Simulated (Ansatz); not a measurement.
**What CsZnH3 in P4/mbm, a phase reached by a soft mode distorts into**

Wanted: the energy along a soft mode of CsZnH3 in P4/mbm, a phase reached by a soft mode and the structure at the end.

Calculated with Ansatz 0.2.0; DFT r2SCAN, scalar-relativistic, plane waves, PAW; PAW set soft_1.

Report form: the programs' logs are mostly left out.

The structure was built from a prototype and need not be the compound's stable phase.

## Step 1: Starting point

The structure is tetragonal, space group P4/mbm (No. 127). The conventional cell has a = 6.176 Å, b = 6.176 Å, c = 4.137 Å, α = 90.00°, β = 90.00°, γ = 90.00°. Cs has 12 H at 3.06 to 3.09 Å nearest. Nearest to Zn lie 2 H at 1.62 Å. H has 2 Zn at 1.62 to 2.75 Å and 2 H at 2.63 Å and 4 Cs at 3.06 Å nearest. Nearest to H lie 2 Zn at 2.07 Å and 4 H at 2.63 Å and 4 Cs at 3.09 Å. Farther neighbours are not listed.

## Step 2: Modes at Γ

This phase was reached earlier by freezing in an unstable mode of a structure of higher symmetry and relaxing. Its zone-centre modes can show that it is still unstable.

File input.yaml:

```yaml
crystal:
  lattice:
    - [6.1764896935, 0.0, 0.0]
    - [0.0, 6.1764896935, 0.0]
    - [0.0, 0.0, 4.137498164]
  atoms:
    - { symbol: Cs, position: [0.5, 0.5, 0.0] }
    - { symbol: Cs, position: [0.0, 0.0, 0.0] }
    - { symbol: Zn, position: [0.0, 0.5, 0.5] }
    - { symbol: Zn, position: [0.5, 0.0, 0.5] }
    - { symbol: H, position: [0.1853965177, 0.3146034823, 0.5] }
    - { symbol: H, position: [0.8146034823, 0.6853965177, 0.5] }
    - { symbol: H, position: [0.3146034823, 0.8146034823, 0.5] }
    - { symbol: H, position: [0.6853965177, 0.1853965177, 0.5] }
    - { symbol: H, position: [0.0, 0.5, 0.0] }
    - { symbol: H, position: [0.5, 0.0, 0.0] }
kpoints:
  mp_grid: { grid: [4, 4, 6] }
hamiltonian:
  xc: r2scan
  pseudopotentials: { kind: paw, azcp: { folder: soft_1 } }
scf:
  occupations: { method: fixed }
output:
  eigenvalues: true
phonons:
  method: dfpt
  dielectric: true
  rigid_motions: translations
```

Run with:

```bash
> ansatz run input.yaml --threads 4 --pin off --max-ram 16384MiB --backend cpu --events-out ev --progress --plain --runs-dir out
```

Elapsed: 7.1 min, on 4 threads of Arm Neoverse V1, shared host; peak memory 4.9 GiB.

Numbers from this step:

```
gap on the k-mesh                                       : 1.399 eV
volume per atom                                         : 15.78 Å³
sum-rule residual before enforcement                    : 8.84e-4 eV/Å²
miss of the charge sum rule                             : 0.006365 e
estimated error of the dielectric tensor                : 0.01944
estimated error of the Born charges                     : 0.01787 e
point group                                             : 4/mmm
highest optical mode at the zone centre (no LO-TO term) : 1509 cm⁻¹
lowest optical zone-centre mode                         : -519.7 cm⁻¹
mean high-frequency dielectric constant                 : 4.840
largest Born charge (third of the trace)                : 2.087 e
top of the zone-centre spectrum with the field          : 1531 cm⁻¹
```

Patterns of degenerate modes are one choice out of their space. Modes at Γ, with each element's share of the kinetic energy (negative means imaginary):

| mode | frequency (cm⁻¹) | symmetry | Cs % | Zn % | H % |
| --- | --- | --- | --- | --- | --- |
| 1 | -519.7 | A2u | 1 | 10 | 90 |
| 2 | -503.3 | B1u | 0 | 13 | 87 |
| 3 | -55.4 | Eu | 32 | 65 | 2 |
| 4 | -55.4 | Eu | 32 | 65 | 2 |
| 5 | 0.0 | acoustic | 66 | 32 | 1 |
| 6 | 0.0 | acoustic | 66 | 32 | 2 |
| 7 | 0.0 | acoustic | 66 | 32 | 2 |
| 8 | 71.9 | A1u | 100 | 0 | 0 |
| 9 | 99.5 | Eu | 66 | 33 | 1 |
| 10 | 99.5 | Eu | 66 | 33 | 1 |
| 11 | 118.4 | Eu | 35 | 63 | 2 |
| 12 | 118.4 | Eu | 35 | 63 | 2 |
| 13 | 146.0 | B1u | 0 | 87 | 13 |
| 14 | 146.4 | A2u | 33 | 58 | 9 |
| 15 | 440.5 | Eu | 0 | 1 | 99 |
| 16 | 440.5 | Eu | 0 | 1 | 99 |
| 17 | 548.2 | B1g | 0 | 0 | 100 |
| 18 | 691.1 | A2g | 0 | 0 | 100 |
| 19 | 705.6 | Eu | 0 | 2 | 98 |
| 20 | 705.6 | Eu | 0 | 2 | 98 |
| 21 | 757.8 | Eg | 0 | 0 | 100 |
| 22 | 757.8 | Eg | 0 | 0 | 100 |
| 23 | 817.3 | Eu | 0 | 2 | 98 |
| 24 | 817.3 | Eu | 0 | 2 | 98 |
| 25 | 951.8 | B1u | 0 | 0 | 100 |
| 26 | 959.9 | A2u | 0 | 0 | 100 |
| 27 | 1400.7 | A1g | 0 | 0 | 100 |
| 28 | 1477.3 | Eu | 0 | 2 | 98 |
| 29 | 1477.3 | Eu | 0 | 2 | 98 |
| 30 | 1508.7 | B2g | 0 | 0 | 100 |

Displacements in mode 1 (-519.7 cm⁻¹), the largest set to 1:
```
Cs1  0.00  0.00  0.01
Cs2  0.00  0.00  0.01
Zn3  0.00  0.00 -0.05
Zn4  0.00  0.00 -0.05
H5   0.00  0.00  0.53
H6   0.00  0.00  0.53
H7   0.00  0.00  0.53
H8   0.00  0.00  0.53
H9   0.00  0.00  1.00
H10  0.00  0.00  1.00
```

Displacements in mode 26 (959.9 cm⁻¹), the largest set to 1:
```
Cs1  0.00  0.00  0.00
Cs2  0.00  0.00  0.00
Zn3  0.00  0.00  0.01
Zn4  0.00  0.00  0.01
H5   0.00  0.00 -0.92
H6   0.00  0.00 -0.92
H7   0.00  0.00 -0.92
H8   0.00  0.00 -0.92
H9   0.00  0.00  1.00
H10  0.00  0.00  1.00
```

Before it was imposed, the acoustic sum rule was missed by 8.8e-4 eV/Å² and the charge sum rule by 0.0064 e. Small misses are needed for a sound result but don't prove that mesh and cutoff are converged. The lowest optical mode is imaginary, 519.7i cm⁻¹, so the energy falls along it.

The log warns of the k mesh: “the force constants stand on the 4×4×6 k-mesh, whose period is 11.52 times the interband length at k = (-0.5000, -0.5000, 0.0000), direct gap 2.286 eV, under 14: take them and everything formed from them as unconverged”.

## Step 3: The mode frozen in, largest atomic shift 0 Å

The mode followed lies at Γ with frequency 519.7i cm⁻¹, the softest among the wavevectors solved. At small amplitude the distorted cell has space group no. 100 by a symmetry search on the positions. The undistorted cell that holds it gives the zero of energy on the same k mesh.

input.yaml: that of step 2 with these lines changed.

```diff
@@ -22,8 +22,6 @@
 scf:
-  occupations: { method: fixed }
+  occupations: { method: gaussian, width: 0.02 }
 output:
+  forces: true
+  stress: true
   eigenvalues: true
-phonons:
-  method: dfpt
-  dielectric: true
-  rigid_motions: translations
```

It took 6.9 s on 4 threads; peak memory 0.82 GiB; 26 s of CPU time.

Numbers from this step:

| Item | Value |
| --- | --- |
| pressure | 0.003416 GPa |
| energy from the undistorted cell | 0 meV/atom |

At this level the gap is 1.40 eV on the k-mesh of the self-consistent run, which can miss the band edges.

## Step 4: The mode frozen in, largest atomic shift 0.32 Å

The atoms are moved along the unstable eigenvector, the largest shift by 0.32 Å, with the cell fixed.

input.yaml, the sections that differ from step 3:

```yaml
crystal:
  lattice:
    - [6.1764896935, 0.0, 0.0]
    - [0.0, 6.1764896935, 0.0]
    - [0.0, 0.0, 4.137498164]
  atoms:
    - { symbol: Cs, position: [0.5, 0.5, -0.000733395] }
    - { symbol: Cs, position: [0.0, 0.0, -0.000733395] }
    - { symbol: Zn, position: [0.0, 0.5, 0.5039447903] }
    - { symbol: Zn, position: [0.5, 0.0, 0.5039447903] }
    - { symbol: H, position: [0.1853965177, 0.3146034823, 0.459088272] }
    - { symbol: H, position: [0.8146034823, 0.6853965177, 0.459088272] }
    - { symbol: H, position: [0.3146034823, 0.8146034823, 0.459088272] }
    - { symbol: H, position: [0.6853965177, 0.1853965177, 0.459088272] }
    - { symbol: H, position: [0.0, 0.5, -0.077341424] }
    - { symbol: H, position: [0.5, 0.0, -0.077341424] }
# kpoints, hamiltonian, scf, output: as in step 3
```

It took 9.7 s on 4 threads; peak memory 0.72 GiB.

Numbers from this step:

```yaml
pressure: 0.9856 GPa
gap_on_the_k_mesh: 1.676 eV
energy_from_the_undistorted_cell: -9.87 meV/atom
```

The energy, extrapolated to zero smearing, is -9.87 meV/atom against the undistorted cell.

The run ends at a pressure of 0.99 GPa, with forces up to 0.54 eV/Å.

## Step 5: Energy along the mode, all amplitudes (two of the runs are shown above)

An imaginary frequency means negative curvature, so the energy should fall and then rise again as anharmonic terms take over.

This step gave:

| Item | Value |
| --- | --- |
| depth at the lowest point sampled | 9.87 meV/atom |
| largest atomic shift at that point | 0.32 Å |

Table of energy from the parent by largest atomic shift:

```csv
largest atomic shift (Å),energy from the parent (meV/atom)
0.000,0
0.040,-0.277
0.080,-1.08
0.140,-3.12
0.220,-6.66
0.320,-9.87
0.450,-3.39
0.600,44.0
```

Displacement at unit largest shift by atom:

| atom | x (Å) | y (Å) | z (Å) | size |
| --- | --- | --- | --- | --- |
| Cs1 | 0.00 | 0.00 | -0.01 | 0.01 |
| Cs2 | 0.00 | 0.00 | -0.01 | 0.01 |
| Zn3 | 0.00 | 0.00 | 0.05 | 0.05 |
| Zn4 | 0.00 | 0.00 | 0.05 | 0.05 |
| H5 | 0.00 | 0.00 | -0.53 | 0.53 |
| H6 | 0.00 | 0.00 | -0.53 | 0.53 |
| H7 | 0.00 | 0.00 | -0.53 | 0.53 |
| H8 | 0.00 | 0.00 | -0.53 | 0.53 |
| H9 | 0.00 | 0.00 | -1.00 | 1.00 |
| H10 | 0.00 | 0.00 | -1.00 | 1.00 |

The lowest of the steps tried is at 0.32 Å, 9.87 meV/atom below the parent; the bottom of the well need not coincide with a step.

## Step 6: Relaxing from the distorted cell

Starting from the lowest point found, all atoms and the cell are let go, so that strain and other modes of the same symmetry can join in.

input.yaml: that of step 4 with these lines changed.

```diff
@@ -22,3 +22,3 @@
 scf:
-  occupations: { method: gaussian, width: 0.02 }
+  occupations: { method: fixed }
 output:
@@ -27 +27,6 @@
   eigenvalues: true
+relax:
+  adjacent_minimum: "off"
+  f_tol: 0.002
+  max_steps: 120
+  cell: { stress_tol: 0.03 }
```

Elapsed: 2.5 min, on 4 threads; peak memory 0.85 GiB.

The steps of the relaxation:

```csv
step,energy less that of the first step (eV),largest force component (eV/Å),pressure (GPa),volume (Å³)
1,0.0000,0.5420,0.99,157.84
2,-0.2583,0.5085,0.08,164.87
3,-0.4626,0.4381,0.01,170.42
4,-0.6653,0.2882,0.76,176.08
5,-0.7764,0.2735,0.14,181.65
6,-0.8128,0.1690,0.16,181.83
7,-0.8274,0.1270,0.02,185.92
8,-0.8291,0.0703,-0.04,185.77
9,-0.8306,0.0250,0.02,184.84
10,-0.8308,0.0039,0.02,185.22
11,-0.8308,0.0004,0.00,185.29
12*,-0.8523,0.0035,0.11,185.29
13,-0.8540,0.0169,0.05,186.26
14,-0.8542,0.0071,0.00,186.73
15,-0.8542,0.0007,0.00,186.69
16*,-0.8545,0.0007,0.00,186.69
```

Relaxation steps marked * repeat the geometry before them on a plane-wave basis chosen anew for their cell, so energy and pressure can jump there.

Forces are held to the 8 operations that the run works with; a distortion that breaks them can't arise in this run.

```csv
cell as run,before,after,change
a (Å),6.176,5.928,-4.0 %
b (Å),6.176,5.928,-4.0 %
c (Å),4.137,5.313,+28.4 %
volume (Å³/atom),15.78,18.67,+18.3 %
```

The atoms that moved most (Å, as changes of fractional coordinates times the final cell):

| atom | dx | dy | dz | length |
| --- | --- | --- | --- | --- |
| Zn3 | 0.000 | 0.000 | 0.318 | 0.318 |
| Zn4 | 0.000 | 0.000 | 0.318 | 0.318 |
| H9 | 0.000 | 0.000 | -0.291 | 0.291 |
| H10 | 0.000 | 0.000 | -0.291 | 0.291 |
| Cs2 | 0.000 | 0.000 | 0.161 | 0.161 |
| Cs1 | 0.000 | 0.000 | 0.161 | 0.161 |
| H5 | -0.069 | 0.069 | -0.094 | 0.136 |
| H6 | 0.069 | -0.069 | -0.094 | 0.136 |

This step gave:

```yaml
pressure: 2.24e-4 GPa
gap_on_the_k_mesh: 3.853 eV
volume_per_atom: 18.67 Å³
```

The distorted start has space group P4bm; the relaxation ends in P4bm.

## Step 7: The new phase in its own primitive cell

The relaxed structure is symmetrised, reduced to its primitive cell and relaxed tightly, as its phonons need.

File input.yaml:

```yaml
crystal:
  lattice:
    - [5.927903034, 0.0, 0.0]
    - [0.0, 5.927903034, 0.0]
    - [0.0, 0.0, 5.3127044245]
  atoms:
    - { symbol: Cs, position: [0.5, 0.5, 0.0294963537] }
    - { symbol: Cs, position: [0.0, 0.0, 0.0294963537] }
    - { symbol: Zn, position: [0.0, 0.5, 0.5638645355] }
    - { symbol: Zn, position: [0.5, 0.0, 0.5638645355] }
    - { symbol: H, position: [0.1737101989, 0.3262898011, 0.4413613099] }
    - { symbol: H, position: [0.8262898011, 0.6737101989, 0.4413613099] }
    - { symbol: H, position: [0.3262898011, 0.8262898011, 0.4413613099] }
    - { symbol: H, position: [0.6737101989, 0.1737101989, 0.4413613099] }
    - { symbol: H, position: [0.0, 0.5, 0.8679630063] }
    - { symbol: H, position: [0.5, 0.0, 0.8679630063] }
kpoints:
  mp_grid: { grid: [4, 4, 4] }
hamiltonian:
  xc: r2scan
  pseudopotentials: { kind: paw, azcp: { folder: soft_1 } }
scf:
  occupations: { method: fixed }
output:
  forces: true
  stress: true
  eigenvalues: true
relax:
  adjacent_minimum: "off"
  f_tol: 0.001
  max_steps: 60
  cell: { stress_tol: 0.01 }
```

Run time: 15 s. Hardware: 4 threads; peak memory 0.81 GiB.

Little changed from the start: no atom moved by 0.005 Å and no cell edge by 0.1 %.

A gap read on the k-mesh alone can miss the band edges.

Numbers from this step:

| Quantity | Value |
| --- | --- |
| pressure | 3.16e-4 GPa |
| gap on the k-mesh | 3.870 eV |
| direct gap on mesh | 4.109 eV |

The largest force component left is 0.52 meV/Å and the pressure is 0.000 GPa, within the tolerances set. The cell now holds 18.67 Å³/atom.

## Step 8: Modes of the new phase

A relaxed structure may still be a saddle point, so its zone-centre modes are computed. The response to a homogeneous field gives the Born charges and the dielectric tensor.

input.yaml: that of step 7 with these lines changed.

```diff
@@ -24,9 +24,6 @@
 output:
-  forces: true
-  stress: true
   eigenvalues: true
-relax:
-  adjacent_minimum: "off"
-  f_tol: 0.001
-  max_steps: 60
-  cell: { stress_tol: 0.01 }
+phonons:
+  method: dfpt
+  dielectric: true
+  rigid_motions: translations
```

Elapsed: 6.3 min, on 4 threads; peak memory 5.5 GiB.

Numbers from this step:

```yaml
sum_rule_residual_before_enforcement: 1.13e-4 eV/Å²
miss_of_the_charge_sum_rule: 0.009023 e
estimated_error_of_the_dielectric_tensor: 0.01017
estimated_error_of_the_born_charges: 0.01609 e
point_group: 4mm
highest_optical_mode_at_the_zone_centre_no_lo_to_term: 1685 cm⁻¹
lowest_optical_zone_centre_mode: -91.25 cm⁻¹
mean_high_frequency_dielectric_constant: 3.227
largest_born_charge_third_of_the_trace: 1.203 e
top_of_the_zone_centre_spectrum_with_the_field: 1685 cm⁻¹
```

Patterns of degenerate modes are one choice out of their space. The modes at Γ (shares of kinetic energy by element, %) (negative means imaginary):

| mode | frequency (cm⁻¹) | symmetry | Cs % | Zn % | H % |
| --- | --- | --- | --- | --- | --- |
| 1 | -91.2 | E | 1 | 79 | 20 |
| 2 | -91.2 | E | 1 | 79 | 20 |
| 3 | 0.0 | acoustic | 66 | 32 | 2 |
| 4 | 0.0 | acoustic | 66 | 32 | 2 |
| 5 | 0.0 | acoustic | 66 | 32 | 2 |
| 6 | 42.8 | A2 | 100 | 0 | 0 |
| 7 | 45.3 | E | 92 | 5 | 3 |
| 8 | 45.3 | E | 92 | 5 | 3 |
| 9 | 81.7 | E | 37 | 61 | 2 |
| 10 | 81.7 | E | 37 | 61 | 2 |
| 11 | 86.4 | B2 | 0 | 96 | 4 |
| 12 | 89.9 | A1 | 34 | 63 | 3 |
| 13 | 253.5 | E | 4 | 16 | 80 |
| 14 | 253.5 | E | 4 | 16 | 80 |
| 15 | 391.1 | B1 | 0 | 0 | 100 |
| 16 | 473.3 | E | 0 | 0 | 99 |
| 17 | 473.3 | E | 0 | 0 | 99 |
| 18 | 555.3 | B2 | 0 | 3 | 97 |
| 19 | 567.2 | A1 | 0 | 3 | 97 |
| 20 | 600.9 | A2 | 0 | 0 | 100 |
| 21 | 656.7 | E | 0 | 2 | 98 |
| 22 | 656.7 | E | 0 | 2 | 98 |
| 23 | 737.3 | E | 0 | 2 | 98 |
| 24 | 737.3 | E | 0 | 2 | 98 |
| 25 | 1546.4 | A1 | 0 | 1 | 99 |
| 26 | 1558.2 | B2 | 0 | 1 | 99 |
| 27 | 1617.9 | E | 0 | 2 | 98 |
| 28 | 1617.9 | E | 0 | 2 | 98 |
| 29 | 1645.7 | A1 | 0 | 0 | 100 |
| 30 | 1684.7 | B2 | 0 | 0 | 100 |

Displacements in mode 1 (-91.2 cm⁻¹), the largest set to 1:
```
Cs1  0.03  0.00  0.00
Cs2  0.02 -0.03  0.00
Zn3 -0.22  0.35  0.00
Zn4  0.14 -0.30  0.00
H5  -0.74  0.65 -1.00
H6  -0.74  0.65  1.00
H7  -0.36 -0.06  0.30
H8  -0.36 -0.06 -0.30
H9   0.23 -0.11  0.00
H10  0.25 -0.14  0.00
```

Displacements in mode 10 (81.7 cm⁻¹), the largest set to 1:
```
Cs1  0.18 -0.60  0.00
Cs2  0.57 -0.24  0.00
Zn3 -0.55  0.65  0.00
Zn4 -0.94  1.00  0.00
H5  -0.57  0.65 -0.17
H6  -0.57  0.65  0.17
H7  -0.79  0.85 -0.01
H8  -0.79  0.85  0.01
H9  -0.15  0.18  0.00
H10 -0.25  0.27  0.00
```

Optical modes at the zone centre, without and with the macroscopic field of the longitudinal modes; each column is sorted by frequency, so a row need not hold one and the same mode. Modes with and without the field, by row:

| rank among optical modes | no field (cm⁻¹) | q along (1, 0, 0) (cm⁻¹) | q along (0, 0, 1) (cm⁻¹) |
| --- | --- | --- | --- |
| 1 | -91.2 | -91.2 | -91.2 |
| 2 | -91.2 | -46.1 | -91.2 |
| 3 | 42.8 | 42.8 | 42.8 |
| 4 | 45.3 | 45.3 | 45.3 |
| 5 | 45.3 | 52.2 | 45.3 |
| 6 | 81.7 | 81.7 | 81.7 |
| 7 | 81.7 | 86.4 | 81.7 |
| 8 | 86.4 | 89.9 | 86.4 |
| 9 | 89.9 | 92.8 | 108.2 |
| 10 | 253.5 | 253.5 | 253.5 |
| 11 | 253.5 | 269.5 | 253.5 |
| 12 | 391.1 | 391.1 | 391.1 |
| 13 | 473.3 | 473.3 | 473.3 |
| 14 | 473.3 | 474.7 | 473.3 |
| 15 | 555.3 | 555.3 | 555.3 |
| 16 | 567.2 | 567.2 | 600.9 |
| 17 | 600.9 | 600.9 | 656.7 |
| 18 | 656.7 | 656.7 | 656.7 |
| 19 | 656.7 | 737 | 662.5 |
| 20 | 737.3 | 737.3 | 737.3 |
| 21 | 737.3 | 776.9 | 737.3 |
| 22 | 1546 | 1546 | 1558 |
| 23 | 1558 | 1558 | 1604 |
| 24 | 1618 | 1618 | 1618 |
| 25 | 1618 | 1646 | 1618 |
| 26 | 1646 | 1657 | 1646 |
| 27 | 1685 | 1685 | 1685 |

Born charge (rows field, columns displacement) (e), principal values of the symmetric part by kind of site:

| atom | atoms with these values | low | middle | high | mean |
| --- | --- | --- | --- | --- | --- |
| Cs1 | 2 | 1.17 | 1.17 | 1.26 | 1.20 |
| Zn3 | 2 | 1.01 | 1.13 | 1.21 | 1.11 |
| H5 | 4 | -1.08 | -0.63 | -0.62 | -0.78 |
| H9 | 2 | -0.97 | -0.69 | -0.62 | -0.76 |

In full for H5:

```
-0.84  0.22  0.06
 0.22 -0.84 -0.06
 0.09 -0.09 -0.65
```

High-frequency dielectric tensor:

```
3.25 0.00 0.00
0.00 3.25 0.00
0.00 0.00 3.17
```

Transverse modes; imaginary modes are left out. Lines of the infrared spectrum (strongest = 100):

```csv
position (cm⁻¹),label,relative intensity
43,A2,0.0
45,E,0.4
82,E,1.0
86,B2,0.0
90,A1,1.5
254,E,6.6
391,B1,0.0
473,E,1.3
555,B2,0.0
567,A1,36
601,A2,0.0
657,E,100
737,E,0.1
1546,A1,48
1558,B2,0.0
1618,E,68
1646,A1,0.2
1685,B2,0.0
```

Before it was imposed, the acoustic sum rule was missed by 1.1e-4 eV/Å² and the charge sum rule by 0.0090 e. Small misses are needed for a sound result but don't prove that mesh and cutoff are converged. The lowest optical mode is imaginary, 91.2i cm⁻¹, so the energy falls along it.

## Step 9: The phases reached

The phases reached along the modes that were followed are set side by side.

Energies are those of the first relaxation, on the mesh of the frozen mode; space group, volume and gap are those of the last relaxation. Phases, by row:

| mode frozen in | space group | energy from parent (meV/atom) | volume (Å³/atom) | gap on mesh (eV) | lowest zone-centre optical mode (cm⁻¹) | largest shift (Å) |
| --- | --- | --- | --- | --- | --- | --- |
| parent | P4/mbm | 0 | 15.78 | 1.399 | – | – |
| q = (0, 0, 0), 520i cm⁻¹ | P4bm | -95.31 | 18.67 | 3.87 | -91.2 | 0.536 |

## Step 10: Summary of results

```yaml
unstable_mode_of_the_parent: q = (0, 0, 0), 520i cm⁻¹
depth_at_the_lowest_point_sampled: 9.87 meV/atom
largest_atomic_shift_at_that_point: 0.32 Å
space_group_reached_within_0p01_a: P4bm
energy_gained_over_the_parent_first_relaxation_on_the_mesh_of_the_frozen_mode: 95.3 meV/atom
volume_per_atom_phase_reached: 18.7 Å³
gap_on_the_k_mesh_phase_reached: 3.87 eV
lowest_optical_zone_centre_mode_phase_reached: -91.2 cm⁻¹
highest_optical_mode_at_the_zone_centre_no_lo_to_term_phase_reached: 1685 cm⁻¹
```

**Reading.** Along this mode the structure falls into P4bm, 95.3 meV/atom below the parent. At the parent's cell the well is 9.87 meV/atom deep on the steps tried, with its lowest point at a shift of 0.32 Å. Relaxing atoms and cell changes the gain by +85.44 meV/atom against the lowest step (energies at zero smearing). Most of the total comes from this relaxation. The new phase still has an imaginary mode at the zone centre of its cell, so it is a saddle point on the way to a lower structure. Each path keeps the symmetry of its pattern, so a lower phase may lie along a pattern not tried. With the field response the log warns that the k mesh is coarse for the force constants too, so the frequencies may not be converged. Spin-orbit coupling is left out, which can matter for the heavy elements here. The starting cell was built on a prototype and not taken from a measurement, so the phase need not exist.

[Logs are printed without paths, hosts, clocks, repeated set-up lines and the standing remarks that a program may print on its own settings, such as how far it seeks lower states.]

[Hosts, paths, dates, database ids (printed as entryN), source tags and the programs' standing remarks are cut or masked in the printed files.]
